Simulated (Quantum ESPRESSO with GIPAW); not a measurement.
## 19F and 39K NMR of KF (Carobbiite), calculated

Wanted: NMR shieldings for each site of KF (Carobbiite).

What was measured: 19F isotropic shift -133.3 ppm, in “NMR parameters in alkali, alkaline earth and rare earth fluorides from first principle calculations” (2011; arXiv:1105.1645). Shifts are on the scales named with the reference lines below. The 39K shift is 22.6 ppm against aqueous K+, in “Computation of NMR Shielding Constants for Solids Using an Embedded Cluster Approach with DFT, Double-Hybrid DFT, and MP2” (2020; PMC7659039), quoting earlier work.

Calculated with Quantum ESPRESSO with GIPAW 8.0dev (patched build); DFT, PBE, plane-wave PAW (pslibrary 1.0.0 recipes), scalar-relativistic, GIPAW; a patched development version of the program.

This is a report of a sequence of runs, with most program output left out.

## (1) Set-up

It takes space group Fm-3m (No. 225, cubic). The conventional cell has a = 5.344 Å, b = 5.344 Å, c = 5.344 Å, α = 90.00°, β = 90.00°, γ = 90.00°. K has 6 F at 2.67 Å nearest. F has 6 K at 2.67 Å nearest. Farther neighbours and most contacts between anions are not listed.

The cell is an entry of the Crystallography Open Database.

A relaxation of the atoms beforehand (Quantum ESPRESSO with GIPAW) moved none by more than 0.003 Å.

## (2) The SCF step

The shielding is a linear response of the occupied states, which this run provides. It is converged far beyond what an energy needs, since the response uses the wavefunctions themselves. No empty states are asked for: the response is solved without them. The mesh has a spacing of 0.41 Å⁻¹ at most. The PAW files were made with ld1.x from the pslibrary 1.0.0 recipes, with GIPAW reconstruction switched on (the recipe of F slightly mended, as the packaged one fails to give a sound file).

scf.in

```
&control
  calculation = 'scf'
  prefix = 'x'
  outdir = './tmp/'
  pseudo_dir = './'
/
&system
  ibrav = 0
  nat = 2
  ntyp = 2
  ecutwfc = 55
  ecutrho = 330
  nbnd = 8
/
&electrons
  conv_thr = 1.0d-10
  mixing_beta = 0.7
  electron_maxstep = 100
/
ATOMIC_SPECIES
  K 39.098 K.pbe-spn-kjpaw_psl.1.0.0-gipaw.UPF
  F 18.998 F.pbe-n-kjpaw_psl.1.0.0-gipaw.UPF
CELL_PARAMETERS angstrom
  0.00000000 2.67185000 2.67185000
  2.67185000 0.00000000 2.67185000
  2.67185000 2.67185000 0.00000000
ATOMIC_POSITIONS crystal
  K 0.00000000 0.00000000 0.00000000
  F 0.50000000 0.50000000 0.50000000
K_POINTS automatic
  5 5 5 0 0 0
```

Launch:

```
$ mpirun -np 4 pw.x -nk 4 -in scf.in > scf.out
```

The job ended after 4.7 s (4 MPI ranks of Arm Neoverse V1, shared host; peak memory 0.42 GiB).

It converged in 13 cycles to an estimated accuracy of 6e-11 Ry, on 10 irreducible k-points.

## (3) GIPAW: job nmr

A uniform field breaks periodicity, so gipaw.x applies it as a wave of small q and takes the limit. It solves for the first-order states, builds the induced current and gets the field at each nucleus by Biot–Savart; the PAW spheres add what the smooth waves miss near the nuclei. pawproj makes the reconstruction use the PAW data sets' own projectors.

nmr.in

```
&inputgipaw
  job = 'nmr'
  prefix = 'x'
  tmp_dir = './tmp/'
  restart_mode = 'from_scratch'
  verbosity = 'low'
  q_gipaw = 0.01
  spline_ps = .true.
  conv_threshold = 1.0d-11
  use_nmr_macroscopic_shape = .false.
  pawproj(1) = .true.
  pawproj(2) = .true.
/
```

Launch:

```
$ mpirun -np 4 gipaw.x -in nmr.in > nmr.out
```

Wall time 18 s (4 MPI ranks); peak memory 0.31 GiB.

The f-sum rule is met to 0.0037 of 15.8 (0.02 %). Converged shieldings require that this miss be small, but a small miss does not prove them.

From the symmetric part of each tensor, with principal values σ11 ≤ σ22 ≤ σ33: σ_iso is their mean, the span is σ33 − σ11 and the skew 3(σ_iso − σ22)/span. (gipaw.x prints an anisotropy in another convention.)

```
site  atom no.  atoms in cell  σ_iso (ppm)  span (ppm)  skew
   K         1              1       1174.9         0.0     -
   F         2              1        258.9         0.0     -
```

The macroscopic shape term is switched off. For a spherical sample the valence susceptibility of this run would add about 8 ppm to every site, a rough estimate, since the susceptibility converges slowly and lacks part of the PAW terms. Differences within the crystal don't depend on it, but shieldings of different compounds can't be compared to better than a few ppm without it.

K and F sit on cubic site symmetry, where the tensor must be isotropic.

How the isotropic values are made up (ppm). The core part is that of the free atom's core; bare is the current of the smooth valence states; the last two are what the PAW spheres add to the diamagnetic and the paramagnetic current:

| site | core | bare | reconstruction, dia | reconstruction, para |
| --- | --- | --- | --- | --- |
| K | 1193.4 | 118.1 | -4.1 | -132.5 |
| F | 306.4 | 83.6 | 42.9 | -174.0 |

## (4) NMR parameters by site

A shielding is counted from the bare nucleus and a shift from a reference compound, with the opposite sign. A fitted line does better than one reference, as its slope takes up part of the functional's error.

Shifts follow from reference lines fitted to measured solids with this functional and these files. 19F: δ = (120.8 − σ) / 1.162, zero at CFCl3, fitted to 6 measured values, from BaF2, CdF2, LiF, MgF2, NaF and ZnF2, with a scatter of 4.6 ppm r.m.s. (this compound left out) (CaF2 fall off this line, as semilocal functionals put their cations' empty d or f shells too low, and are left out), on σ without the shape term. Kinds of site that fitted badly were split off after the misses were seen, so the scatter is that of the points kept.

Covalently bonded atoms count as neighbours within 1.18 times the sum of their radii. Otherwise a cation's neighbours lie within 1.2 times its shortest bond (1.3 for large cations, each anion's radius taken off where they differ), and an anion's are the cations that count it.

```
site  atom no.  atoms in cell  surroundings  bonds (Å)  δ_iso (ppm)
   K         1              1           KF6      2.672            -
   F         2              1   bound to K6      2.672       -118.8
```

Simulated spectrum, 19F MAS at 40 kHz, 23.5 T (941.8 MHz), lines broadened by 2 ppm; rigid lattice, with dipolar and J couplings left out: a single narrow line at -118.8 ppm.

## (5) Cost against result

Each row names what was changed: another mesh tests the sampling of the zone; another functional shows how far the paramagnetic term hangs on the exchange-correlation form; another cutoff tests the basis.

Changes of σ_iso (ppm) against the run above (PBE, cutoffs 55 and 330 Ry, mesh 5×5×5, 89 s). Times are CPU times of pw.x and gipaw.x together, on 4 MPI ranks of Arm Neoverse V1, shared host; on a shared host they are rough.

| run | CPU time | f-sum miss | K | F |
| --- | --- | --- | --- | --- |
| mesh 7×7×7 | 2.6 min | 0.0036 | +0.1 | +0.2 |
| LDA | 82 s | 0.0037 | -22.2 | -23.9 |
| cutoffs 40 and 320 Ry (coarse on purpose) | 61 s | 0.012 | -3.9 | +0.2 |
| mesh 4×4×4 (coarse on purpose) | 73 s | 0.0045 | -0.7 | -1.6 |
| Wu-Cohen | 87 s | 0.0037 | -3.8 | -2.8 |

The largest move is -23.9 ppm, on F, from LDA.

## (6) Against experiment

| quantity | site | measured | calculated | difference |
| --- | --- | --- | --- | --- |
| 19F isotropic shift (ppm) | F | -133.3 | -118.8 | +14.5 |

Without a fitted line the measured shift still tests the calculation: for an exact theory σ + δ is one number for all compounds of a nucleus, up to the shape term, which is left out of σ and differs by some ppm between compounds.

```
nucleus, site  σ_iso (ppm)  measured δ (ppm)  σ + δ (ppm)  σ + δ of other compounds, same level
       39K, K       1174.9              22.6       1197.5                KCl 1200.1, KBr 1201.8
```

## (7) Summary of results

```
19F shift                        : -118.8 ppm
39K shielding without shape term : 1174.9 ppm
```

19F has one site (bound to K6), with isotropic shift -118.8 ppm. For 39K, σ + δ is 1197.5 ppm here and 1201.0 ppm on average over 2 other sites: with that reference and slope one the shift would be off by +3.5 ppm. Verdict on the shifts: 19F poor, missed by 14.5 ppm at most, 3.1 times the scatter of its line. Going to mesh 7×7×7 changes no isotropic shielding by more than 0.22 ppm, so the main run is converged in that respect. A higher cutoff was not carried through on these files. The cheaper run with cutoffs 40 and 320 Ry takes about 70 % of the time and is off by 0.17 ppm on F, and by 3.9 ppm at most. The largest change with the functional is 23.9 ppm in absolute shielding; part of that drops out once each functional has its own reference line. This build of gipaw.x prints that it is not audited and that its numbers are no references by themselves. It also reports spline_ps as false although the input sets it; why was not traced.

[Logs are printed without paths, hosts, clocks, repeated set-up lines and the standing remarks that a program may print on its own settings, such as how far it seeks lower states.]

[Hosts, paths, dates, database ids (printed as entryN), source tags and the programs' standing remarks are cut or masked in the printed files.]

[Where no reference line passes its bar on scatter, no shift is given, so a measured shift of this compound may stand uncompared.]
